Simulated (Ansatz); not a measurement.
# Sr on Ag(100): change of the work function, part 3 of 4

Aim: the work function of Ag(100) at several coverages of Sr (hollow site), and the dipole that each adsorbate carries.

Ansatz 0.2.0; plane-wave DFT, PBE, Ansatz PAW (the session's first sound run).

So far, work function, upper face (eV): step 2 (the clean slab) 4.20; step 3 (17 atoms, coverage 0.25 ML, cell 2x2) 2.31.

## Step 4: Adsorbate added, coverage 0.5 ML

System of this step: Sr/Ag(100). The cell holds 18 atoms: 16 Ag and 2 Sr. Cell: a = 5.784 Å, b = 5.784 Å, c = 27.160 Å, α = 90.0°, β = 90.0°, γ = 90.0°. Vacuum lies along c.

Another coverage, to see how the dipoles act on each other as their distance changes.

Contents of input.yaml:

```yaml
crystal:
  lattice:
    - [5.7841334702, 0.0, 0.0]
    - [0.0, 5.7841334702, 0.0]
    - [0.0, 0.0, 27.1597827567]
  atoms:
    - { symbol: Ag, position: [0.25, 0.25, 0.3313723118] }
    - { symbol: Ag, position: [0.0, 0.0, 0.4066674648] }
    - { symbol: Ag, position: [0.25, 0.25, 0.4845105284] }
    - { symbol: Ag, position: [0.0, 0.0, 0.560886066] }
    - { symbol: Ag, position: [0.25, 0.75, 0.3313723118] }
    - { symbol: Ag, position: [0.0, 0.5, 0.4066674648] }
    - { symbol: Ag, position: [0.25, 0.75, 0.4845105284] }
    - { symbol: Ag, position: [0.0, 0.5, 0.560886066] }
    - { symbol: Ag, position: [0.75, 0.25, 0.3313723118] }
    - { symbol: Ag, position: [0.5, 0.0, 0.4066674648] }
    - { symbol: Ag, position: [0.75, 0.25, 0.4845105284] }
    - { symbol: Ag, position: [0.5, 0.0, 0.560886066] }
    - { symbol: Ag, position: [0.75, 0.75, 0.3313723118] }
    - { symbol: Ag, position: [0.5, 0.5, 0.4066674648] }
    - { symbol: Ag, position: [0.75, 0.75, 0.4845105284] }
    - { symbol: Ag, position: [0.5, 0.5, 0.560886066] }
    - { symbol: Sr, position: [0.25, 0.25, 0.6686276882] }
    - { symbol: Sr, position: [0.75, 0.75, 0.6686276882] }
kpoints:
  mp_grid: { grid: [5, 5, 1] }
hamiltonian:
  xc: pbe
scf:
  occupations: { method: fermi_dirac, width: 0.1 }
  convergence: { dr2_threshold: 1.0e-08 }
efield:
  axis: 3
  dipole_correction: true
  ramp_position: 0.97
  ramp_width: 0.06
relax:
  f_tol: 0.02
  max_steps: 60
  constraints: [{ sites: [0, 1, 4, 5, 8, 9, 12, 13] }]
output:
  bader: true
  dos: { projected: true, e_range: [-8, 4] }
  write_potential: true
  write_density: true
  volumetric_format: npy
```

Command:

```sh
$ ansatz run input.yaml --threads 4 --pin off --max-ram 12288MiB --backend cpu --events-out ev --progress --plain --runs-dir out
```

Numbers of over 12 decimals in the logs are rounded to 6 here.

What it wrote:

```text
[...]
Crystal: 18 atoms, lattice volume = 908.663 Å³
Basis set: ecut = 420 eV, 17807 PW (Γ), exchange–correlation on 80×80×384 points (8 copies of the dense FFT grid, shifted against one another)
Bands: 195, of which v1, the nominal top of the filled ones, is band 162 counted from 1 (161 counted from 0)
Symmetry: 16 space group operations
[...]
k-points: 6 of 25
[...]
SCF iter   1: F=—  HF=-128534.685893 eV  |F-HF|=—  |Δ(HF+E_count)|=         —  Δρ=1.61e-3  dr2=1.03e0  ethr=1.77e-3  p=0.285 e·Å  D=5.67e-2 V/Å  ΔV_dip=-1.54 eV  dr2_dipole=5.17e-1  V_vac-E_F(+/−)=2.70/4.24 eV  ⟨swp⟩=11.8  Hψ=5758  notcnv=0  defer=20
[...]
SCF iter  11: F=-128534.668325 eV  HF=-128534.668325 eV  |F-HF|=3.68e-9  |Δ(HF+E_count)|=   1.63e-8  Δρ=4.59e-7  dr2=3.63e-9  ethr=3.09e-12  p=0.238 e·Å  D=4.74e-2 V/Å  ΔV_dip=-1.29 eV  dr2_dipole=1.18e-10  V_vac-E_F(+/−)=2.97/4.25 eV  ⟨swp⟩=17.7  Hψ=8876  notcnv=0
SCF 1 converged in 11 iterations: F = -128534.668325 eV  dr2 = 3.63e-9
[...]
relax step   1: F+E_penalty+E_count = -128534.66832549 eV  Δ(F+E_penalty+E_count) = +0.000e0 eV  max|allowed force component| = 5.324e-1 eV/Å  Δτ_max = 0.0000 Å  (11 SCF iters, accepted)
[...]
SCF iter  11: F=-128534.820318 eV  HF=-128534.820318 eV  |F-HF|=2.47e-10  |Δ(HF+E_count)|=   1.12e-8  Δρ=3.40e-7  dr2=2.54e-9  ethr=3.09e-12  p=0.239 e·Å  D=4.75e-2 V/Å  ΔV_dip=-1.29 eV  dr2_dipole=2.44e-12  V_vac-E_F(+/−)=2.96/4.25 eV  ⟨swp⟩=15.3  Hψ=8340  notcnv=0
SCF 2 converged in 11 iterations: F = -128534.820318 eV  dr2 = 2.54e-9
relax step   2: F+E_penalty+E_count = -128534.82031772 eV  Δ(F+E_penalty+E_count) = -1.520e-1 eV  max|allowed force component| = 3.905e-1 eV/Å  Δτ_max = 0.0942 Å  (11 SCF iters, accepted)
SCF iter   1: F=—  HF=-128534.938733 eV  |F-HF|=—  |Δ(HF+E_count)|=         —  Δρ=2.21e-3  dr2=2.14e-1  ethr=4.84e-4  p=0.239 e·Å  D=4.75e-2 V/Å  ΔV_dip=-1.29 eV  dr2_dipole=5.46e-2  V_vac-E_F(+/−)=2.95/4.24 eV  ⟨swp⟩=9.3  Hψ=3768  notcnv=0  defer=57
[...]
SCF iter  12: F=-128534.913436 eV  HF=-128534.913436 eV  |F-HF|=1.69e-9  |Δ(HF+E_count)|=   6.39e-9  Δρ=3.26e-7  dr2=2.53e-9  ethr=3.09e-12  p=0.246 e·Å  D=4.90e-2 V/Å  ΔV_dip=-1.33 eV  dr2_dipole=4.70e-10  V_vac-E_F(+/−)=2.90/4.23 eV  ⟨swp⟩=15.5  Hψ=8178  notcnv=0
SCF 3 converged in 12 iterations: F = -128534.913436 eV  dr2 = 2.53e-9
relax step   3: F+E_penalty+E_count = -128534.91343640 eV  Δ(F+E_penalty+E_count) = -9.312e-2 eV  max|allowed force component| = 4.101e-2 eV/Å  Δτ_max = 0.1989 Å  (12 SCF iters, accepted)
[...]
relax step   4: F+E_penalty+E_count = -128534.91705152 eV  Δ(F+E_penalty+E_count) = -3.615e-3 eV  max|allowed force component| = 3.657e-2 eV/Å  Δτ_max = 0.0479 Å  (10 SCF iters, accepted)
SCF iter   1: F=—  HF=-128534.917993 eV  |F-HF|=—  |Δ(HF+E_count)|=         —  Δρ=2.86e-4  dr2=1.29e-3  ethr=4.52e-6  p=0.247 e·Å  D=4.92e-2 V/Å  ΔV_dip=-1.34 eV  dr2_dipole=2.38e-4  V_vac-E_F(+/−)=2.89/4.23 eV  ⟨swp⟩=3.3  Hψ=2209  notcnv=0  defer=77
[...]
SCF iter   8: F=-128534.917781 eV  HF=-128534.917781 eV  |F-HF|=1.53e-9  |Δ(HF+E_count)|=  1.46e-11  Δρ=3.77e-7  dr2=3.63e-9  ethr=3.09e-12  p=0.247 e·Å  D=4.92e-2 V/Å  ΔV_dip=-1.34 eV  dr2_dipole=4.42e-10  V_vac-E_F(+/−)=2.90/4.23 eV  ⟨swp⟩=14.3  Hψ=8129  notcnv=0
SCF 5 converged in 8 iterations: F = -128534.917781 eV  dr2 = 3.63e-9
relax step   5: F+E_penalty+E_count = -128534.91778083 eV  Δ(F+E_penalty+E_count) = -7.293e-4 eV  max|allowed force component| = 1.223e-3 eV/Å  Δτ_max = 0.0109 Å  (8 SCF iters, accepted)
[...]
SCF converged after 8 iterations
Free energy (F): -128534.917781 eV
[...]
Internal energy: -128534.637357 eV  (E = F + TS)
E sigma→0 (E₀):  -128534.777569 eV
Entropy (-TS):   -0.280424 eV (-15.579 meV/atom)
Fermi energy:    3.807890 eV
Dipole field:    D = 0.049178 V/Å  (p = 0.246952 e·Å, saw-weighted, corrected)
Work function:   Φ+ = 2.8949 eV   Φ− = 4.2305 eV
[...]
--- Forces (eV/Å), atoms counted from 1 ---
  atom   1  Ag    -0.00000000     0.00000000    -0.11712021
  atom   2  Ag    -0.00000000    -0.00000000     0.10602493
  atom   3  Ag    -0.00000000    -0.00000000     0.00033912
  atom   4  Ag    -0.00000000     0.00000000     0.00122320
  atom   5  Ag     0.00000000    -0.00000000    -0.09871718
  atom   6  Ag    -0.00000000    -0.00000000     0.10602493
  atom   7  Ag    -0.00000000     0.00000000     0.00040278
  atom   8  Ag    -0.00000000     0.00000000     0.00122320
  atom   9  Ag     0.00000000    -0.00000000    -0.09871718
  atom  10  Ag    -0.00000000    -0.00000000     0.10602493
  atom  11  Ag    -0.00000000     0.00000000     0.00040278
  atom  12  Ag    -0.00000000    -0.00000000     0.00122320
  atom  13  Ag    -0.00000000     0.00000000    -0.11712021
  atom  14  Ag    -0.00000000    -0.00000000     0.10602493
  atom  15  Ag    -0.00000000    -0.00000000     0.00033912
  atom  16  Ag    -0.00000000     0.00000000     0.00122320
  atom  17  Sr     0.00000000     0.00000000     0.00061102
  atom  18  Sr     0.00000000     0.00000000     0.00061102
  max |Σ_I F_I| component: 2.36e-5 eV/Å
--- Band table (eV; the first three rows and the last of 6) ---
  k-point 0: bands = [... 158 lower, 3.3116, 3.3116, 3.3831, 3.3941, 3.6306, 3.9337, 3.9337, 4.6029, ... 29 higher]
  k-point 1: bands = [... 158 lower, 3.3908, 3.5389, 3.5498, 3.7465, 3.8014, 4.2653, 4.4886, 4.7837, ... 29 higher]
  k-point 2: bands = [... 158 lower, 2.9833, 3.8392, 4.0067, 4.0573, 4.2071, 4.5767, 4.6143, 4.7642, ... 29 higher]
  k-point 5: bands = [... 158 lower, 1.8162, 2.4821, 2.6846, 3.2671, 3.4351, 3.6696, 4.3121, 4.3135, ... 29 higher]
--- Relaxed structure (5 steps of the walk, 5 accepted, 0 SCFs on fresh bases) ---
  F+E_penalty+E_count = -128534.91778083 eV   max|allowed force component| = 1.223e-3 eV/Å
  atoms:
    - { symbol: Ag, position: [0.25, 0.25, 0.3313723118] }
    - { symbol: Ag, position: [0.0, 0.0, 0.406667] }
    - { symbol: Ag, position: [0.25, 0.25, 0.484137] }
    - { symbol: Ag, position: [0, 0, 0.562670] }
    - { symbol: Ag, position: [0.25, 0.75, 0.3313723118] }
    - { symbol: Ag, position: [0.0, 0.5, 0.406667] }
    - { symbol: Ag, position: [0.25, 0.75, 0.484451] }
    - { symbol: Ag, position: [0, 0.5, 0.562670] }
    - { symbol: Ag, position: [0.75, 0.25, 0.3313723118] }
    - { symbol: Ag, position: [0.5, 0.0, 0.406667] }
    - { symbol: Ag, position: [0.75, 0.25, 0.484451] }
    - { symbol: Ag, position: [0.5, 0, 0.562670] }
    - { symbol: Ag, position: [0.75, 0.75, 0.3313723118] }
    - { symbol: Ag, position: [0.5, 0.5, 0.406667] }
    - { symbol: Ag, position: [0.75, 0.75, 0.484137] }
    - { symbol: Ag, position: [0.5, 0.5, 0.562670] }
    - { symbol: Sr, position: [0.25, 0.25, 0.656470] }
    - { symbol: Sr, position: [0.75, 0.75, 0.656470] }
--- Bader charges: 18 sites ---
  site symbol  charge [e]  shift [e]
     0     Ag     -0.0176     0.0000
     1     Ag      0.0241     0.0000
     2     Ag     -0.0079     0.0000
     3     Ag     -0.3459     0.0000
     4     Ag     -0.0243     0.0000
     5     Ag      0.0241     0.0000
     6     Ag     -0.0015     0.0000
     7     Ag     -0.3459     0.0000
     8     Ag     -0.0243     0.0000
     9     Ag      0.0241     0.0000
    10     Ag     -0.0015     0.0000
    11     Ag     -0.3459     0.0000
    12     Ag     -0.0176     0.0000
    13     Ag      0.0241     0.0000
    14     Ag     -0.0079     0.0000
    15     Ag     -0.3459     0.0000
    16     Sr      0.6948     0.0000
    17     Sr      0.6948     0.0000
  estimated error of the sums over rays = 2.9e-4 e
```

It took 4 min on 4 threads of Arm Neoverse V1, shared host; peak memory 3.8 GiB.

Step by step:

| step | energy less that of the first step (eV) | largest force component (eV/Å) |
| --- | --- | --- |
| 1 | 0.0000 | 0.5324 |
| 2 | -0.1520 | 0.3905 |
| 3 | -0.2451 | 0.0410 |
| 4 | -0.2487 | 0.0366 |
| 5 | -0.2495 | 0.0012 |

Forces are held to the 16 operations that the run works with; a distortion that breaks them can't arise in this run.

The atoms that moved most (Å):

| atom | dx | dy | dz | length |
| --- | --- | --- | --- | --- |
| Sr18 | 0.000 | 0.000 | -0.330 | 0.330 |
| Sr17 | 0.000 | 0.000 | -0.330 | 0.330 |
| Ag4 | 0.000 | 0.000 | 0.048 | 0.048 |
| Ag8 | 0.000 | 0.000 | 0.048 | 0.048 |
| Ag16 | 0.000 | 0.000 | 0.048 | 0.048 |
| Ag12 | 0.000 | 0.000 | 0.048 | 0.048 |
| Ag3 | 0.000 | 0.000 | -0.010 | 0.010 |
| Ag15 | 0.000 | 0.000 | -0.010 | 0.010 |

This step gave:

- energy at zero smearing: -128534.7776 eV
- work function, upper face: 2.895 eV
- work function, lower face: 4.231 eV
- dipole along the normal: 0.2470 e·Å
- step between the vacuum levels: -1.336 eV

Running mean over 2.045 Å of the planar mean; the ramp of the sawtooth is left out. Electron's electrostatic potential energy less the Fermi level against z:

z (Å), electron's electrostatic potential energy less the Fermi level (eV) and a bar from the least value:
```
      3.5       4.23 ##############################
      4.0       4.23 ##############################
      4.5       4.23 ##############################
      5.0       4.23 ##############################
      5.5       4.22 ##############################
      6.0       4.18 ##############################
      6.5       4.06 ##############################
      7.0       3.61 ############################
      7.5       1.95 ########################
      8.0      -1.26 ###############
      8.5      -4.32 #######
      9.0      -5.68 ####
      9.5      -5.94 ###
     10.0      -6.00 ###
     10.5      -6.03 ###
     11.0      -6.01 ###
     11.5      -5.79 ###
     12.0      -5.60 ####
     12.5      -5.66 ####
     13.0      -5.87 ###
     13.5      -5.78 ###
     14.0      -5.54 ####
     14.5      -5.57 ####
     15.0      -5.82 ###
     15.5      -5.63 ####
     16.0      -4.28 #######
     16.5      -3.27 ##########
     17.0      -4.73 ######
     17.5      -6.63 #
     18.0      -7.09 
     18.5      -5.67 ####
     19.0      -2.11 #############
     19.5       0.74 #####################
     20.0       1.90 ########################
     20.5       2.44 #########################
     21.0       2.70 ##########################
     21.5       2.81 ##########################
     22.0       2.86 ##########################
     22.5       2.88 ##########################
     23.0       2.89 ##########################
     23.5       2.89 ##########################
     24.0       2.89 ##########################
```

The density of states has structure finer than the step of the table below, so its rows give means over 0.25 eV, whole bins alone (the curve runs from -8 to 1.98 eV). Peaks (eV: height): -5.230: 100, -4.960: 109, -4.570: 97.8, -4.480: 89.8, -4.240: 97.6, -3.370: 85.4, -3.130: 83.3.

Table of density of states by energy, zero at the Fermi level; means over each step:

| energy (eV) | density of states (states/eV a cell) |
| --- | --- |
| -7.50 | 0 |
| -7.25 | 0.0861 |
| -7.00 | 1.32 |
| -6.75 | 1.41 |
| -6.50 | 2.44 |
| -6.25 | 2.01 |
| -6.00 | 27.2 |
| -5.75 | 48.7 |
| -5.50 | 50.9 |
| -5.25 | 53.2 |
| -5.00 | 39.9 |
| -4.75 | 45.3 |
| -4.50 | 74.9 |
| -4.25 | 49.3 |
| -4.00 | 49.0 |
| -3.75 | 57.6 |
| -3.50 | 55.2 |
| -3.25 | 55.6 |
| -3.00 | 41.1 |
| -2.75 | 8.22 |
| -2.50 | 2.36 |
| -2.25 | 3.51 |
| -2.00 | 6.56 |
| -1.75 | 2.85 |
| -1.50 | 5.70 |
| -1.25 | 3.72 |
| -1.00 | 5.70 |
| -0.75 | 4.17 |
| -0.50 | 7.10 |
| -0.25 | 6.88 |
| 0.00 | 9.74 |
| 0.25 | 6.65 |
| 0.50 | 7.71 |
| 0.75 | 8.88 |
| 1.00 | 13.1 |
| 1.25 | 6.66 |
| 1.50 | 6.04 |
| 1.75 | 14.6 |

Projected DOS per atom over height of the atomic layer and energy from the Fermi level. Layers: Ag4 Ag4 Ag4 Ag4 Sr2 from below.

Ten even steps from '0' (0.00 states/eV) to '9' (4.70 states/eV), each cell a mean:
```
00000
00000
00000
00000
00001
00001
00000
00000
00000
00000
22100
99740
94860
84590
67790
55470
47670
15520
00000
00000
00000
00000
```
Columns: height of the atomic layer (Å) from 9 to 17.8 (not evenly spaced); rows upwards: energy from the Fermi level (eV) from -7.96 to 1.95.

The relaxation took 5 steps and lowered the energy by 0.25 eV; the largest force on the free atoms ends at 0.0012 eV/Å.

The covered face has 2.89 eV, -1.31 eV against the clean one; the bare back face has moved by +0.04 eV, a measure of how thin the slab is.

## Step 5: Work function against coverage

This step: plane-wave DFT, PBE, Ansatz PAW; work function against coverage (Ansatz 0.2.0).

The runs are now put side by side.

This step gave:

```
work function of the clean face     : 4.204 eV
largest change of the work function : -1.896 eV
```

Table of work function of the covered face by coverage:

| coverage (adsorbates/nm²) | work function of the covered face (eV) |
| --- | --- |
| 0.00 | 4.20 |
| 2.99 | 2.31 |
| 5.98 | 2.89 |

The dipole per adsorbate comes from the change of the cell's dipole. Coverage, by row:

| coverage (1/nm²) | coverage (ML) | work function (eV) | change (eV) | dipole per adsorbate, positive end outwards (debye) | mean height of the added atoms over the highest substrate atom (Å) |
| --- | --- | --- | --- | --- | --- |
| 2.989 | 0.25 | 2.308 | -1.896 | 1.714 | 2.396 |
| 5.978 | 0.5 | 2.895 | -1.309 | 0.597 | 2.548 |

## Step 6: The 0.25 ML cell at another level of theory, cutoff 420 eV, functional PBEsol

This step: plane-wave DFT, PBEsol, Ansatz PAW (Ansatz 0.2.0).

System of this step: Sr/Ag(100). The cell holds 17 atoms: 16 Ag and 1 Sr. Cell: a = 5.784 Å, b = 5.784 Å, c = 27.160 Å, α = 90.0°, β = 90.0°, γ = 90.0°. Vacuum lies along c.

The geometry is kept and the functional is PBEsol.

Contents of input.yaml:

```yaml
crystal:
  lattice:
    - [5.7841334702, 0.0, 0.0]
    - [0.0, 5.7841334702, 0.0]
    - [0.0, 0.0, 27.1597827567]
  atoms:
    - { symbol: Ag, position: [0.25, 0.25, 0.3313723118] }
    - { symbol: Ag, position: [0.0, 0.0, 0.4066674648] }
    - { symbol: Ag, position: [0.25, 0.25, 0.4850817876] }
    - { symbol: Ag, position: [-0.0031782275, -0.0031782275, 0.5627480487] }
    - { symbol: Ag, position: [0.25, 0.75, 0.3313723118] }
    - { symbol: Ag, position: [0.0, 0.5, 0.4066674648] }
    - { symbol: Ag, position: [0.25, 0.75, 0.4847544034] }
    - { symbol: Ag, position: [-0.0031782275, 0.5031782275, 0.5627480487] }
    - { symbol: Ag, position: [0.75, 0.25, 0.3313723118] }
    - { symbol: Ag, position: [0.5, 0.0, 0.4066674648] }
    - { symbol: Ag, position: [0.75, 0.25, 0.4847544034] }
    - { symbol: Ag, position: [0.5031782275, -0.0031782275, 0.5627480487] }
    - { symbol: Ag, position: [0.75, 0.75, 0.3313723118] }
    - { symbol: Ag, position: [0.5, 0.5, 0.4066674648] }
    - { symbol: Ag, position: [0.75, 0.75, 0.4839305492] }
    - { symbol: Ag, position: [0.5031782275, 0.5031782275, 0.5627480487] }
    - { symbol: Sr, position: [0.25, 0.25, 0.650974324] }
kpoints:
  mp_grid: { grid: [5, 5, 1] }
hamiltonian:
  xc: pbesol
scf:
  occupations: { method: fermi_dirac, width: 0.1 }
  convergence: { dr2_threshold: 1.0e-08 }
efield:
  axis: 3
  dipole_correction: true
  ramp_position: 0.97
  ramp_width: 0.06
output:
  write_potential: true
  write_density: true
  volumetric_format: npy
```

What it wrote:

```text
[...]
Crystal: 17 atoms, lattice volume = 908.663 Å³
Basis set: ecut = 420 eV, 17807 PW (Γ)
Bands: 189, of which v1, the nominal top of the filled ones, is band 157 counted from 1 (156 counted from 0)
Symmetry: 8 space group operations
[...]
k-points: 6 of 25
[...]
SCF iter   1: F=—  HF=-123843.959194 eV  |F-HF|=—  |Δ(HF+E_count)|=         —  Δρ=5.12e-3  dr2=2.86e-1  ethr=1.77e-3  p=0.423 e·Å  D=8.43e-2 V/Å  ΔV_dip=-2.29 eV  dr2_dipole=3.61e-2  V_vac-E_F(+/−)=2.09/4.38 eV  ⟨swp⟩=8.8  Hψ=5066  notcnv=0  defer=42
[...]
SCF iter  11: F=-123843.914870 eV  HF=-123843.914870 eV  |F-HF|=3.20e-10  |Δ(HF+E_count)|=   7.36e-9  Δρ=4.58e-7  dr2=3.36e-9  ethr=3.18e-12  p=0.379 e·Å  D=7.54e-2 V/Å  ΔV_dip=-2.05 eV  dr2_dipole=4.19e-10  V_vac-E_F(+/−)=2.31/4.35 eV  ⟨swp⟩=3.7  Hψ=2493  notcnv=0
SCF 1 converged in 11 iterations: F = -123843.914870 eV  dr2 = 3.36e-9
[...]
SCF converged after 11 iterations
Free energy (F): -123843.914870 eV
[...]
Internal energy: -123843.696519 eV  (E = F + TS)
E sigma→0 (E₀):  -123843.805695 eV
Entropy (-TS):   -0.218351 eV (-12.844 meV/atom)
Fermi energy:    3.365268 eV
Dipole field:    D = 0.075388 V/Å  (p = 0.378570 e·Å, saw-weighted, corrected)
Work function:   Φ+ = 2.3073 eV   Φ− = 4.3548 eV
[...]
--- Band table (eV; the first three rows and the last of 6) ---
  k-point 0: bands = [... 153 lower, 2.9093, 2.9350, 2.9432, 3.0923, 3.1381, 3.4695, 3.4695, 3.5838, ... 28 higher]
  k-point 1: bands = [... 153 lower, 2.4303, 3.1522, 3.1572, 3.2601, 3.4829, 3.7878, 3.8229, 4.6756, ... 28 higher]
  k-point 2: bands = [... 153 lower, 2.2300, 3.1644, 3.6672, 3.6823, 4.0755, 4.2925, 4.3325, 4.3517, ... 28 higher]
  k-point 5: bands = [... 153 lower, 1.5013, 1.5246, 2.3195, 2.4110, 3.1846, 3.2128, 3.9417, 4.1750, ... 28 higher]
```

Wall time 59 s (4 threads); peak memory 3.5 GiB; 3.9 min of CPU time.

Numbers from this step:

```
energy at zero smearing        : -123843.8057 eV
work function, upper face      : 2.307 eV
work function, lower face      : 4.355 eV
dipole along the normal        : 0.3786 e·Å
step between the vacuum levels : -2.048 eV
```

The work function comes to 2.31 eV, -0.00 eV from the first level.

(Continued in part 4 of 4.)

[Logs are printed without paths, hosts, clocks, repeated set-up lines and the standing remarks that a program may print on its own settings, such as how far it seeks lower states.]

[Hosts, paths, dates, database ids (printed as entryN), source tags and the programs' standing remarks are cut or masked in the printed files.]

[Maps of the electrostatic potential energy from Ansatz leave out the sawtooth potential of an applied field or a dipole correction, so their vacuum need not be flat; planar profiles and work functions include it.]

[The density of states shown here was stored with 400 of the rows of the run's finer table, so its peaks can read low, often by over a quarter, or be missed, and its means over a window can be off by a tenth or more.]
